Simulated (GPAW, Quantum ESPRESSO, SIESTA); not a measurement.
# Out-of-plane response of fcc Rh under biaxial strain, QE, PBE

Calculated with Quantum ESPRESSO 7.5: PBE; plane waves, GBRV 1.5 ultrasoft, 45/270 Ry; k-mesh 8×8×8. The first two cell vectors are strained alike from typed lattice constants; the third vector's length and the atoms are relaxed.

| in-plane strain (%) | 100 ln(c/c at zero strain) |
| --- | --- |
| -4 | 3.727 |
| -3 | 2.752 |
| -2 | 1.809 |
| -1 | 0.9 |
| 0 | 0 |
| +1 | -0.872 |
| +2 | ? |
| +3 | -2.669 |
| +4 | -3.593 |

**Question.** Fit a second-order form in the logarithmic strain to the rows given and interpolate to the withheld row.

Worked fit:

With u = ln[(1 + ε)/(1 + ε0)], counted from the row at ε0 = +0 % where y0 = 0, a second-order form y = y0 + a u + b u² makes v = (y − y0)/u a line in u.

```
         u         v
-0.0408220  -91.2988
-0.0304592  -90.3503
-0.0202027  -89.5425
-0.0100503  -89.5492
0.00995033  -87.6353
 0.0295588  -90.2946
 0.0392207  -91.6098
```

With n = 7: mean u = -0.00325777, mean v = -90.0401, Σ(u − ū)² = 0.0055401, Σ(u − ū)(v − v̄) = 6.903e-4. Slope b = 6.903e-4 / 0.0055401 = 0.12460; intercept a = v̄ − b ū = -90.040.

At the withheld row u = 0.01980, v = a + b u = -90.04, and y = y0 + u v.

Prediction at +2: -1.783. The run gave -1.788, so the fit is high by 0.0050 (0.28 % of the value).

The first-order term says that the third edge changes by -0.90 % for each per cent of in-plane stretch at ε0. The second-order term makes up 0.0027 % of v at the withheld row. Among the rows given, the largest miss of the fit is at +4, by 0.062 (0.84 % of the range of the table).

Limits: The nuclei are static. The DFT runs use Fermi–Dirac occupations of width 0.1 eV, and energies are free energies.

[Logs are printed without paths, hosts, clocks, repeated set-up lines and the standing remarks that a program may print on its own settings, such as how far it seeks lower states.]

[Hosts, paths, dates, database ids (printed as entryN), source tags and the programs' standing remarks are cut or masked in the printed files.]
